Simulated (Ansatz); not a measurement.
## Quasiparticle gap of Y2Ti2O7 (Fd-3m)

Wanted: the gap of Y2Ti2O7 (Fd-3m) with a many-body correction, and the time that it takes.

Method: r2SCAN, then G0W0 on it, plane waves, PAW, in Ansatz 0.2.0.

**What was measured.**

- Gap 3.44 eV: direct optical gap from Tauc plot; UV-Vis-NIR transmission; bulk crystal (floating-zone single crystal wafer, 1 mm thick) (“Structural, optical and mechanical properties of Y2Ti2O7 single crystal”, 2020, arxiv:2006.07359).

### Step 1. Starting point

It takes space group Fd-3m (No. 227, cubic). The conventional cell has a = 10.099 Å, b = 10.099 Å, c = 10.099 Å, α = 90.00°, β = 90.00°, γ = 90.00°. Y has 8 O at 2.19 to 2.48 Å nearest. Ti has 6 O at 1.96 Å nearest. Nearest to O lie 2 Ti at 1.96 Å and 2 Y at 2.48 Å. Nearest to O lie 4 Y at 2.19 Å. Farther neighbours and most contacts between anions are not listed.

Geometry: measured cell, ions relaxed with r2SCAN. The runs that relaxed it are not among those shown. The default PAW set here is soft_2. Its files were made with PBE.

### Step 2. The r2SCAN band structure

Levels along a band path and on the mesh show where this functional puts the band edges.

This step: DFT, r2SCAN, plane waves, PAW.

The input, input.yaml:

```yaml
crystal:
  lattice:
    - [0.0, 5.0493, 5.0493]
    - [5.0493, 0.0, 5.0493]
    - [5.0493, 5.0493, 0.0]
  atoms:
    - { symbol: "Y", position: [0.125, 0.125, 0.125] }
    - { symbol: "Y", position: [0.625, 0.125, 0.125] }
    - { symbol: "Y", position: [0.125, 0.125, 0.625] }
    - { symbol: "Y", position: [0.125, 0.625, 0.125] }
    - { symbol: Ti, position: [0.625, 0.625, 0.625] }
    - { symbol: Ti, position: [0.125, 0.625, 0.625] }
    - { symbol: Ti, position: [0.625, 0.625, 0.125] }
    - { symbol: Ti, position: [0.625, 0.125, 0.625] }
    - { symbol: O, position: [0.5453943878, 0.9546056122, 0.9546056122] }
    - { symbol: O, position: [0.7046056122, 0.2953943878, 0.7046056122] }
    - { symbol: O, position: [0.9546056122, 0.5453943878, 0.5453943878] }
    - { symbol: O, position: [0.2953943878, 0.7046056122, 0.2953943878] }
    - { symbol: O, position: [0.9546056122, 0.5453943878, 0.9546056122] }
    - { symbol: O, position: [0.7046056122, 0.7046056122, 0.2953943878] }
    - { symbol: O, position: [0.5453943878, 0.9546056122, 0.5453943878] }
    - { symbol: O, position: [0.2953943878, 0.2953943878, 0.7046056122] }
    - { symbol: O, position: [0.7046056122, 0.2953943878, 0.2953943878] }
    - { symbol: O, position: [0.9546056122, 0.9546056122, 0.5453943878] }
    - { symbol: O, position: [0.2953943878, 0.7046056122, 0.7046056122] }
    - { symbol: O, position: [0.5453943878, 0.5453943878, 0.9546056122] }
    - { symbol: O, position: [0.0, 0.0, 0.0] }
    - { symbol: O, position: [0.25, 0.25, 0.25] }
kpoints:
  mp_grid: { grid: [4, 4, 4] }
  band_path:
    path:
      - [[0.0, 0.0, 0.0], [0.5, 0.0, 0.5], [0.625, 0.25, 0.625]]
      - [[0.375, 0.375, 0.75], [0.0, 0.0, 0.0], [0.5, 0.5, 0.5], [0.5, 0.25, 0.75], [0.5, 0.0, 0.5]]
    npoints: 10
hamiltonian:
  xc: r2scan
scf:
  occupations: { method: fermi_dirac, width: 0.02 }
  n_extra_bands: 11
output:
  eigenvalues: true
```

Started as:

```bash
$ ansatz run input.yaml --threads 32 --pin off --max-ram 129024MiB --backend cuda --events-out ev --progress --plain --runs-dir out --devices 1 --max-vram 157GiB  # rebuilt from the run's record
```

Numbers of over 12 decimals in the logs are rounded to 6 here.

The log of the run:

```text
scf.n_extra_bands = 11 over 88 filled bands (N_el = 176.0): the run solves 99 bands
GPUs: using 1 of 1 available (devices: 1).
Engine: ansatz 0.2.0, aarch64-unknown-linux-gnu
Pseudopotentials: kind: paw
Pseudopotential: Y, paw, valence charge 11, recommended cutoff 500 eV (meta_gga), Y.paw.azcp
Pseudopotential: Ti, paw, valence charge 12, recommended cutoff 500 eV (meta_gga), Ti.paw.azcp
Pseudopotential: O, paw, valence charge 6, recommended cutoff 500 eV (meta_gga), O.paw.azcp
Functional definition: r2SCAN
  parameter k0 = 0.174
  parameter k1 = 0.065
  parameter a1 = 4.9479
  exchange = r2scan_x(k0 = k0, k1 = k1, a1 = a1)
  correlation = r2scan_c
device memory: the entry about to start is reckoned to put 11.2 GiB on a device that reports 182.5 GiB free (of which the cap on the GPU budget leaves the run 157.0 GiB)
GPU FFT provider: cuFFT
GPU libraries: cuBLAS 13.8.1, cuFFT 12.4.0, cuSOLVER 12.3.2
GPU matrix products: emulated (plane waves: as basis.precision tells), large ones in fixed point in workspaces of 1.00 GiB
Crystal: 22 atoms, lattice volume = 257.468 Å³
Basis set: ecut = 500 eV, 6567 PW (Γ), exchange–correlation on 216×216×216 points (64 copies of the dense FFT grid, shifted against one another)
Bands: 99, of which v1, the nominal top of the filled ones, is band 88 counted from 1 (87 counted from 0)
Symmetry: 48 space group operations
Space group: Fd-3m (ITA 227), of the structure as read, at distance tolerance 6.4e-5 Å
k-points: 8 of 64
Non-local potential: Y, projectors of the file, l = 0: 3, l = 1: 2, l = 2: 2, l = 3: 1
Non-local potential: Ti, projectors of the file, l = 0: 3, l = 1: 2, l = 2: 3, l = 3: 1
Non-local potential: O, projectors of the file, l = 0: 2, l = 1: 2, l = 2: 1
PAW form: soft (Blöchl's): semilocal exchange-correlation on the pseudo side does not see the compensation charge
PAW frozen core: Y, regenerated for the run's functional (the file was generated under x = pbe(κ = 0.804, μ = 0.219515), c = pbe(β = 0.066725))
PAW frozen core: Ti, regenerated for the run's functional (the file was generated under x = pbe(κ = 0.804, μ = 0.219515), c = pbe(β = 0.066725))
PAW frozen core: O, regenerated for the run's functional (the file was generated under x = pbe(κ = 0.804, μ = 0.219515), c = pbe(β = 0.066725))
PAW one-centre angular grid: Y, 590 points (default); XC on 160 Gauss nodes
PAW one-centre angular grid: Ti, 590 points (default); XC on 160 Gauss nodes
PAW one-centre angular grid: O, 302 points (default); XC on 160 Gauss nodes
Initial density: superposition of atomic densities (neutral atoms: chi_scale 0, normalization atom), corrected by the library's trained network
Initial wavefunctions: pseudopotential atomic-orbital guess
GPU buffer pool allocated for 157464 grid points (all kernels)
GPU transforms: local potential and band sums: pruned to the plane-wave sphere, on 54×54×54
Functional: x = r2scan, c = r2scan; τ floored in thin density (d = 2e-4 eV/Å³)
SCF iter   1: F=—  HF=-33460.222523 eV  |F-HF|=—  |Δ(HF+E_count)|=         —  Δρ=2.12e-2  dr2=1.42e0  dr2_τ=1.25e0  ethr=1.77e-3  ⟨swp⟩=5.4  Hψ=3091  notcnv=0
preconditioner: auto → Resta (q_TF=auto, 2.561 Å⁻¹)  ε∞=5.3  [insulator: Δε(μ)=3.819 eV  Ē_g=13.045 eV  σ=0.020 eV  W_gap=1.00  n_scr=64 (ndim 8)  ℏωp=27.0 eV  f_vac=0.018  D(μ)=0.00/eV (n_scr^D=0)  ε∞_Penn≈5.3]
SCF iter   2: F=—  HF=-33460.531495 eV  |F-HF|=—  |Δ(HF+E_count)|=   3.09e-1  Δρ=9.45e-3  dr2=1.22e-1  dr2_τ=6.36e-2  ethr=8.07e-4  ⟨swp⟩=3.0  Hψ=1676  notcnv=0  defer=18
SCF iter   3: F=—  HF=-33460.519374 eV  |F-HF|=—  |Δ(HF+E_count)|=   1.21e-2  Δρ=3.82e-3  dr2=2.48e-2  dr2_τ=1.85e-3  ethr=6.94e-5  ⟨swp⟩=2.4  Hψ=1265  notcnv=0  defer=18
SCF iter   4: F=—  HF=-33460.516610 eV  |F-HF|=—  |Δ(HF+E_count)|=   2.76e-3  Δρ=1.23e-3  dr2=2.57e-3  dr2_τ=4.90e-4  ethr=1.41e-5  ⟨swp⟩=2.0  Hψ=1388  notcnv=0  defer=18
SCF iter   5: F=—  HF=-33460.516658 eV  |F-HF|=—  |Δ(HF+E_count)|=   4.82e-5  Δρ=2.83e-4  dr2=1.78e-4  dr2_τ=1.80e-5  ethr=1.46e-6  ⟨swp⟩=2.0  Hψ=1159  notcnv=0  defer=18
SCF iter   6: F=—  HF=-33460.515539 eV  |F-HF|=—  |Δ(HF+E_count)|=   1.12e-3  Δρ=1.82e-4  dr2=6.98e-5  dr2_τ=9.68e-6  ethr=1.01e-7  ⟨swp⟩=2.0  Hψ=1278  notcnv=0  defer=18
SCF iter   7: F=—  HF=-33460.516367 eV  |F-HF|=—  |Δ(HF+E_count)|=   8.28e-4  Δρ=4.58e-5  dr2=5.54e-6  dr2_τ=2.94e-7  ethr=3.96e-8  ⟨swp⟩=2.0  Hψ=1156  notcnv=0  defer=18
SCF iter   8: F=—  HF=-33460.516367 eV  |F-HF|=—  |Δ(HF+E_count)|=   5.46e-8  Δρ=1.93e-5  dr2=1.12e-6  dr2_τ=6.07e-8  ethr=3.15e-9  ⟨swp⟩=2.0  Hψ=1190  notcnv=0  defer=18
SCF iter   9: F=-33460.516367 eV  HF=-33460.516367 eV  |F-HF|=7.62e-9  |Δ(HF+E_count)|=   1.56e-7  Δρ=2.37e-6  dr2=1.47e-8  dr2_τ=7.52e-10  ethr=5.68e-11  ⟨swp⟩=7.5  Hψ=2276  notcnv=0
SCF 1 converged in 9 iterations: F = -33460.516367 eV  dr2 = 1.47e-8
  greatest PAW one-centre occupation: 1.000 electrons in one spin orbital (limit 2), on the Ti atom at site 7 (counted from 0), in its partial waves of l = 0
device memory: the entry about to start is reckoned to put 16.1 GiB on a device that reports 182.5 GiB free (of which the cap on the GPU budget leaves the run 157.0 GiB)
NSCF: frozen V_eff on 62 k-points, pencils in batches of 32, up to order 436
SCF converged after 9 iterations
Free energy (F): -33460.516367 eV
Harris-Foulkes:  -33460.516367 eV  (|F-HF|=7.62e-9)
Internal energy: -33460.516367 eV  (E = F + TS)
E sigma→0 (E₀):  -33460.516367 eV
Fermi energy:    10.957666 eV
--- Per-component energies (eV) ---
  E_band       = -1159.163864
  E_kinetic    = 4793.706348
  E_local      = -10145.915856  (includes V_loc(G=0)·N_el)
  E_nonlocal   = 863.026464
  E_hartree    = 3746.011580
  E_xc         = -2092.328788
  E_vxc        = -2927.992895  (∫ρ·V_xc dr)
  E_paw        = -17820.663019  (= ΣΔE_a)
  E_vpaw       = -1414.939301  (= ΣTr[D̂ρ^β])
  E_aug_tail   = 0.014762  (compensation charges beyond the density's cutoff)
  E_vtau       = 180.912532  (kinetic-family band-sum trace: ∫τ·v_τ [+ j·A + Jᵃ·Aᵃ] dr)
  E_ewald      = -12802.291042
  E_core_change = -2.076815  (= ΣΔE_core)
  E_smearing   = -0.000000  (= −TS)
  E_closure    = -0.000000  (closes the sum)
  Σ components = -33460.516367   (vs F -33460.516367, Δ=0.00e0)
--- Band table (eV; the first three rows and the last of 8) ---
  k-point 0: bands = [... 84 lower, 8.4542, 9.2869, 9.2869, 9.2869, 12.5850, 12.5850, 12.7621, 12.7621, ... 7 higher]
  k-point 1: bands = [... 84 lower, 8.6724, 8.8129, 9.0756, 9.0756, 12.7351, 12.7351, 12.8685, 12.9404, ... 7 higher]
  k-point 2: bands = [... 84 lower, 8.8319, 8.8319, 8.9338, 8.9338, 12.7728, 12.7728, 12.9060, 12.9437, ... 7 higher]
  k-point 7: bands = [... 84 lower, 8.7806, 8.7806, 9.0861, 9.0861, 12.8591, 12.8591, 13.0225, 13.0225, ... 7 higher]
```

Run time: 2.2 s. Hardware: 1 × NVIDIA GB200 with 32 threads of Arm Neoverse V2, shared host; peak memory 1.5 GiB.

This step gave:

- filled bands: 88
- gap: 3.280 eV
- valence top at: X
- conduction bottom at: Γ
- least direct gap: 3.298 eV

Over mesh and path the gap is 3.280 eV, from k = (0.500, 0.000, 0.500) to k = Γ. The least direct gap found is 3.298 eV, at k = Γ.

The electronic bands at the labelled points (eV, zero at the top of the highest nominally filled band):

```csv
point,band 85,band 86,band 87,band 88,band 89,band 90,band 91,band 92
Γ,-0.85,-0.02,-0.02,-0.02,3.28,3.28,3.46,3.46
halfway,-0.61,-0.61,-0.15,-0.15,3.53,3.53,3.60,3.65
X,-0.58,-0.58,0.00,0.00,3.65,3.65,3.74,3.74
halfway,-0.61,-0.58,-0.07,-0.02,3.63,3.65,3.66,3.74
U,-0.60,-0.55,-0.24,-0.06,3.53,3.63,3.69,3.73
jump to K,-0.60,-0.55,-0.24,-0.06,3.53,3.63,3.69,3.73
halfway,-0.58,-0.53,-0.38,-0.20,3.47,3.56,3.59,3.62
Γ,-0.85,-0.02,-0.02,-0.02,3.28,3.28,3.46,3.46
halfway,-0.63,-0.49,-0.23,-0.23,3.43,3.43,3.56,3.64
L,-0.47,-0.47,-0.37,-0.37,3.47,3.47,3.60,3.64
halfway,-0.57,-0.56,-0.28,-0.23,3.51,3.56,3.61,3.69
W,-0.52,-0.52,-0.22,-0.22,3.55,3.55,3.72,3.72
halfway,-0.62,-0.62,-0.08,-0.08,3.62,3.62,3.68,3.68
X,-0.58,-0.58,0.00,0.00,3.65,3.65,3.74,3.74
```

### Step 3. One-shot GW

G0W0 replaces the xc potential by a self-energy built once from the orbitals of the start. Levels are corrected in the window of bands that the input names, at points of the mesh.

This step: G0W0 on r2SCAN, plane waves, PAW.

Changes to input.yaml since step 2:

```diff
@@ -30,13 +30,12 @@
   mp_grid: { grid: [4, 4, 4] }
-  band_path:
-    path:
-      - [[0.0, 0.0, 0.0], [0.5, 0.0, 0.5], [0.625, 0.25, 0.625]]
-      - [[0.375, 0.375, 0.75], [0.0, 0.0, 0.0], [0.5, 0.5, 0.5], [0.5, 0.25, 0.75], [0.5, 0.0, 0.5]]
-    npoints: 10
 hamiltonian:
   xc: r2scan
+  pseudopotentials: { kind: paw, source: ansatz }
 scf:
-  occupations: { method: fermi_dirac, width: 0.02 }
-  n_extra_bands: 11
-output:
-  eigenvalues: true
+  occupations: { method: fixed }
+gw:
+  n_empty_bands: 5213
+  ecut_chi: 430.0
+  qp_bands: [v4, c4]
+  qp_kpoints: band_edges
+  screening: { model: contour_deformation }
```

The log of the run:

```text
GPUs: using 1 of 1 available (devices: 1).
[...]
Crystal: 22 atoms, lattice volume = 257.468 Å³
Basis set: ecut = 1050 eV, 19795 PW (Γ), exchange–correlation on 360×360×360 points (64 copies of the dense FFT grid, shifted against one another)
Bands: 110, of which v1, the nominal top of the filled ones, is band 88 counted from 1 (87 counted from 0)
Symmetry: 48 space group operations
[...]
k-points: 8 of 64
[...]
SCF iter   1: F=—  HF=-33471.960853 eV  |F-HF|=—  |Δ(HF+E_count)|=         —  Δρ=1.08e-1  dr2=4.42e1  dr2_τ=1.33e1  ethr=3.10e-3  ⟨swp⟩=4.9  Hψ=2668  notcnv=0  defer=150
[...]
SCF iter   6: F=—  HF=-33462.600058 eV  |F-HF|=—  |Δ(HF+E_count)|=   3.19e-3  Δρ=1.06e-3  dr2=2.51e-3  dr2_τ=5.37e-4  ethr=1.65e-5  ⟨swp⟩=2.0  Hψ=1270  notcnv=0  defer=160
[...]
SCF iter   8: F=—  HF=-33462.600305 eV  |F-HF|=—  |Δ(HF+E_count)|=   1.31e-4  Δρ=5.02e-5  dr2=5.46e-6  dr2_τ=1.15e-5  ethr=4.45e-7  ⟨swp⟩=2.0  Hψ=1137  notcnv=0  defer=160
[...]
SCF iter  10: F=-33462.600306 eV  HF=-33462.600306 eV  |F-HF|=4.44e-8  |Δ(HF+E_count)|=   2.81e-7  Δρ=4.61e-6  dr2=5.82e-8  dr2_τ=4.16e-9  ethr=5.68e-11  ⟨swp⟩=15.6  Hψ=4896  notcnv=0
SCF 1 converged in 10 iterations: F = -33462.600306 eV  dr2 = 5.82e-8
[...]
SCF converged after 10 iterations
[...]
0    92     12.7880   -13.3631    -7.7205   -21.8819  0.7222    13.5991    13.5862  root
     1    85      8.7007   -25.5043     3.9064   -20.9206  0.7326     8.0150     8.0235  root
     1    86      8.8399   -25.9290     3.8365   -21.4045  0.7376     8.1438     8.1519  root
     1    87      9.1019   -26.2043     3.7224   -21.8152  0.7412     8.4280     8.4351  root
     1    88      9.1019   -26.2043     3.7224   -21.8152  0.7412     8.4280     8.4351  root
     1    89     12.7605   -13.5955    -7.4676   -21.8425  0.7260    13.5515    13.5399  root
     1    90     12.7605   -13.5955    -7.4676   -21.8425  0.7260    13.5515    13.5399  root
     1    91     12.8937   -13.4377    -7.2749   -21.4628  0.7238    13.6552    13.6440  root
     1    92     12.9664   -13.6122    -7.5903   -21.9700  0.7193    13.7460    13.7338  root
     2    85      8.8607   -25.5858     3.9627   -20.9577  0.7307     8.1871     8.1953  root
     2    86      8.8607   -25.5858     3.9627   -20.9577  0.7307     8.1871     8.1953  root
     2    87      8.9603   -26.0920     3.8181   -21.5895  0.7399     8.2681     8.2759  root
     2    88      8.9603   -26.0920     3.8181   -21.5895  0.7399     8.2681     8.2759  root
     2    89     12.7985   -13.6230    -7.4999   -21.9042  0.7242    13.5916    13.5797  root
     2    90     12.7985   -13.6230    -7.4999   -21.9042  0.7242    13.5916    13.5797  root
     2    91     12.9320   -13.8187    -7.3388   -21.9089  0.7220    13.6944    13.6833  root
     2    92     12.9687   -13.6465    -7.2649   -21.6651  0.7214    13.7338    13.7223  root
     3    85      8.7189   -25.6245     3.7901   -21.1651  0.7347     8.0416     8.0496  root
     3    86      8.7189   -25.6245     3.7901   -21.1651  0.7347     8.0416     8.0496  root
     3    87      9.1823   -26.1609     3.8047   -21.6900  0.7390     8.5089     8.5161  root
     3    88      9.1823   -26.1609     3.8047   -21.6900  0.7390     8.5089     8.5161  root
     3    89     12.8568   -13.6943    -7.3564   -21.8049  0.7251    13.6218    13.6109  root
     3    90     12.8583   -13.3750    -7.5330   -21.6826  0.7232    13.6449    13.6328  root
     3    91     12.9288   -13.1982    -7.1912   -21.1114  0.7263    13.6609    13.6507  root
     3    92     12.9781   -13.9258    -7.3205   -22.0094  0.7224    13.7527    13.7412  root
     4    85      8.7032   -25.8291     3.9646   -21.1590  0.7352     7.9888     7.9977  root
     4    86      8.8126   -25.9703     3.8178   -21.4637  0.7379     8.1156     8.1237  root
     4    87      9.0451   -25.7242     3.9152   -21.1464  0.7334     8.3747     8.3825  root
     4    88      9.2068   -26.0310     3.8995   -21.4664  0.7363     8.5343     8.5418  root
     4    89     12.8663   -13.5551    -7.3969   -21.7049  0.7244    13.6301    13.6192  root
     4    90     12.9199   -13.5186    -7.3983   -21.6780  0.7235    13.6925    13.6809  root
     4    91     12.9802   -13.7733    -7.4569   -21.9878  0.7203    13.7494    13.7378  root
     4    92     13.0085   -13.5137    -7.2471   -21.4998  0.7218    13.7586    13.7474  root
     5    85      8.7209   -25.7373     3.8225   -21.2304  0.7361     8.0284     8.0366  root
     5    86      8.7877   -25.7172     3.9043   -21.1316  0.7347     8.0981     8.1065  root
     5    87      9.0512   -25.8707     3.8925   -21.3085  0.7358     8.3737     8.3815  root
     5    88      9.0879   -26.0251     3.8737   -21.4772  0.7367     8.4060     8.4137  root
     5    89     12.8549   -13.4989    -7.4195   -21.6762  0.7244    13.6238    13.6127  root
     5    90     12.8565   -13.5116    -7.3934   -21.6700  0.7254    13.6329    13.6215  root
     5    91     12.9966   -14.0196    -7.3186   -22.0871  0.7209    13.7565    13.7455  root
[...]
6    89     12.9762   -13.3613    -7.2800   -21.3816  0.7237    13.7274    13.7164  root
     6    90     12.9762   -13.3613    -7.2800   -21.3816  0.7237    13.7274    13.7164  root
     6    91     13.0695   -13.8965    -7.4168   -22.0589  0.7187    13.8263    13.8150  root
     6    92     13.0695   -13.8965    -7.4168   -22.0589  0.7187    13.8263    13.8150  root
     7    85      8.8079   -25.9869     3.9301   -21.3563  0.7370     8.0989     8.1074  root
     7    86      8.8079   -25.9869     3.9301   -21.3563  0.7370     8.0989     8.1074  root
     7    87      9.1147   -25.7279     3.8944   -21.1812  0.7333     8.4549     8.4624  root
     7    88      9.1147   -25.7279     3.8944   -21.1812  0.7333     8.4549     8.4624  root
     7    89     12.8851   -13.5678    -7.3703   -21.6872  0.7243    13.6451    13.6342  root
     7    90     12.8851   -13.5678    -7.3703   -21.6872  0.7243    13.6451    13.6342  root
     7    91     13.0480   -13.5770    -7.3176   -21.6359  0.7201    13.8006    13.7892  root
     7    92     13.0480   -13.5770    -7.3176   -21.6359  0.7201    13.8006    13.7892  root
```

It took 14 min on 1 × NVIDIA GB200 with 32 threads; peak memory 55 GiB; 24 min of CPU time.

Numbers from this step:

* bands summed: 5301
* RPA ε∞ on this mesh (eigenvalues): 5.042, 5.042, 5.042
* plane waves in the screening matrix: 5161
* q-points in the mesh: 64
* G0W0 gap over the corrected points: 4.715 eV
* k of the valence top: 0, -0.5, -0.5
* k of the conduction bottom: 0, 0, 0
* starting gap on the mesh: 3.277 eV
* Z at the valence top: 0.7368
* Z at the conduction bottom: 0.7312
* least direct G0W0 gap over the corrected points: 4.746 eV

Over all 8 irreducible mesh points the G0W0 gap is 4.715 eV, from k = (0.000, -0.500, -0.500) to k = Γ. The r2SCAN gap of this run on the mesh is 3.277 eV. The two states that bound the G0W0 gap lie that far apart at the start, so the correction of the gap is 4.715 − 3.277 = +1.438 eV. The start of this run differs from the step before in files (soft_2 PAW and hard PAW) and plane-wave cutoff (500 eV and 1050 eV).

Labels follow the order of the start: v1 is the top filled band, c1 the lowest empty one; levels that stay degenerate share a row, the window can cut a multiplet, doubted levels are not marked in this list, bands outside the window were not corrected, and the list may be a part of the corrected levels. The levels before and after the correction (eV, zero at the valence-band top of each column):

```csv
,conduction bottom,valence top
Kohn-Sham,3.28,0.00
G0W0,4.72,0.00
```

```csv
,level,occupation,energy (eV)
Kohn-Sham,Γ v3-v1,2,-0.020
Kohn-Sham,Γ c1-c2,0,3.277
Kohn-Sham,Γ c3,0,3.455
Kohn-Sham,(0 -0.5 -0.5) v3,2,-0.575
Kohn-Sham,(0 -0.5 -0.5) v2-v1,2,0.000
Kohn-Sham,(0 -0.5 -0.5) c1-c2,0,3.644
Kohn-Sham,(0 -0.5 -0.5) c3,0,3.737
G0W0,Γ v3-v1,2,-0.031
G0W0,Γ c1-c2,0,4.715
G0W0,Γ c3,0,4.913
G0W0,(0 -0.5 -0.5) v3,2,-0.631
G0W0,(0 -0.5 -0.5) v2-v1,2,0.000
G0W0,(0 -0.5 -0.5) c1-c2,0,5.044
G0W0,(0 -0.5 -0.5) c3,0,5.142
```

The parts of the quasiparticle energy for the two states that bound the G0W0 gap, in eV on the run's own scale (QP = start + Σx + Σc − Vxc, with Σc at the quasiparticle energy):

```csv
edge,k,band,start,Σx,Σc,Vxc,Z,QP
valence top,"(0.000, -0.500, -0.500)",87,9.333,−26.134,3.897,−21.577,0.737,8.673
conduction bottom,Γ,89,12.610,−13.475,−7.381,−21.634,0.731,13.388
```

(Continued in part 2 of 2.)

[Paths, hosts, dates, memory and timing lines, banners, echoed tables and standing remarks are left out of the program output.]

[Logs are printed without paths, hosts, clocks, repeated set-up lines and the standing remarks that a program may print on its own settings, such as how far it seeks lower states.]

[Runs of the session that timed out or met a known fault of the program may be left out.]

[Cells called generated may have been cut or substituted from an entry of the Crystallography Open Database or the Materials Project.]

[Hosts, paths, dates, database ids (printed as entryN), source tags and the programs' standing remarks are cut or masked in the printed files.]

[Where an RPA ε∞ is given, it is that of the G0W0 mesh and is not shown converged in it. Names of k-points follow the symmetry that the program found, which can be lower than the space group named. Band edges on a path are those of the sampled points; other points can move an edge, and change direct to indirect where valleys lie close.]

[Hybrid gaps are those of their k-mesh and are not shown converged in it.]
